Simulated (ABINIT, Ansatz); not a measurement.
An input for ABINIT 10.8.3 (KHF2 (I4/mcm)):

```
acell 3*1.0 Angstrom
rprim 
  -2.835000000000 2.835000000000 3.405000000000
  2.835000000000 -2.835000000000 3.405000000000
  2.835000000000 2.835000000000 -3.405000000000
ntypat 3
znucl 19 1 9
natom 8
typat 1 1 2 2 3 3 3 3
xred 
  0.250000000000 0.250000000000 -0.000000000000
  0.750000000000 0.750000000000 -0.000000000000
  0.500000000000 -0.000000000000 0.500000000000
  0.000000000000 0.500000000000 0.500000000000
  0.640800000000 0.140800000000 0.781600000000
  0.140800000000 0.359200000000 0.500000000000
  0.359200000000 0.859200000000 0.218400000000
  0.859200000000 0.640800000000 0.500000000000
pp_dirpath "pseudos"
pseudos "K.upf, H.upf, F.upf"
ecut 36
ngkpt 2 2 2
nshiftk 1
shiftk 0 0 0
kptopt 1
chksymbreak 0
iscf -2
irdden 1
istwfk *1
nband 221
nbdbuf 20
tolwfr 1e-09
nstep 60
prtvol 0
indata_prefix "in"
outdata_prefix "out"
tmpdata_prefix "tmp"
```

```sh
OMP_NUM_THREADS=1 mpirun -n 4 abinit run.abi > log
```

**Question.** Estimate wall time and host memory on 4 MPI ranks of Intel Xeon Platinum 8488C (Sapphire Rapids), shared host.

It took 86 s; on shared hardware allow 43 s to 2.9 min. Peak host memory was 0.53 GiB.

[Paths, hosts, dates, memory and timing lines, banners, echoed tables and standing remarks are left out of the program output.]

[Logs are printed without paths, hosts, clocks, repeated set-up lines and the standing remarks that a program may print on its own settings, such as how far it seeks lower states.]

[Runs of the session that timed out or met a known fault of the program may be left out.]

[Hosts, paths, dates, database ids (printed as entryN), source tags and the programs' standing remarks are cut or masked in the printed files.]

[G0W0 gaps are taken among the corrected bands and points alone; a level outside them can change the order at an edge.]

[Where Ansatz stands beside ABINIT at settings called matched, ABINIT's density can come from a denser mesh and the files from another edition; pairs whose starting gaps differed by over 0.03 eV were left out, so agreement reads better than it is.]
